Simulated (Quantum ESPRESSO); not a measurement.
## NiO: energy over the lowest, ferro + against volume, fitted and tested on a withheld row

System: NiO, 1 Ni and 1 O in the cell, space group Fm-3m. From the study “NiO: magnetism against volume”.

Method: PBE with U = 6 eV on Ni d; plane waves with GBRV 1.5 PBE potentials (Quantum ESPRESSO 7.5). Settings shared by all rows: cutoff 544.23 eV, fermi-dirac occupations, smearing width 0.05 eV.

Computed values, one withheld:

```
volume (factor)  energy over the lowest, ferro + (meV an atom)
           0.92                                          153.8
           0.96                                           79.3
              1                                              ?
           1.04                                            6.5
           1.08                                            0.0
```

Fit the rows given and predict the energy over the lowest, ferro + at volume = 1 factor.

**Law.** Energy against volume follows the Birch–Murnaghan form, which is a polynomial in the Eulerian strain: second order (which fixes B′ at 4), a parabola in t = (V/1)^(−2/3) − 1. In symbols, E = c0 + c1 t + c2 t², with energy over the lowest, ferro + in meV an atom.

**Fit.** Least squares on 4 rows gives c0 = 31.722, c1 = 1335.62 and c2 = 14006.3.

```
volume (factor)          t  computed     fit  computed − fit
           0.92   0.057162     153.8  153.83           -0.03
           0.96   0.027588      79.3   79.23            0.07
           1.04  -0.025808       6.5    6.58           -0.08
           1.08  -0.050013       0.0   -0.04            0.04
```

The slope vanishes at t = -0.04768, so the minimum lies at V = 1 × (1 + t)^(−3/2) = 1.076. That is the minimum of this magnetic state alone.

**Prediction.** At volume = 1 factor, t = 0, so the law predicts 31.72 meV an atom. The computed value is 31.8 meV an atom, 0.08 above the prediction. The row lies between fitted rows, so this is an interpolation.

[Logs and program files are shortened in this print: banners, set-up blocks, solver, clock and traceback lines can be left out without a mark of their own.]

[Logs are printed without paths, hosts, clocks, repeated set-up lines and the standing remarks that a program may print on its own settings, such as how far it seeks lower states.]

[Hosts, paths, dates, database ids (printed as entryN), source tags and the programs' standing remarks are cut or masked in the printed files.]

[Where a cell is said to come from a database of computed structures, the database is the Materials Project.]
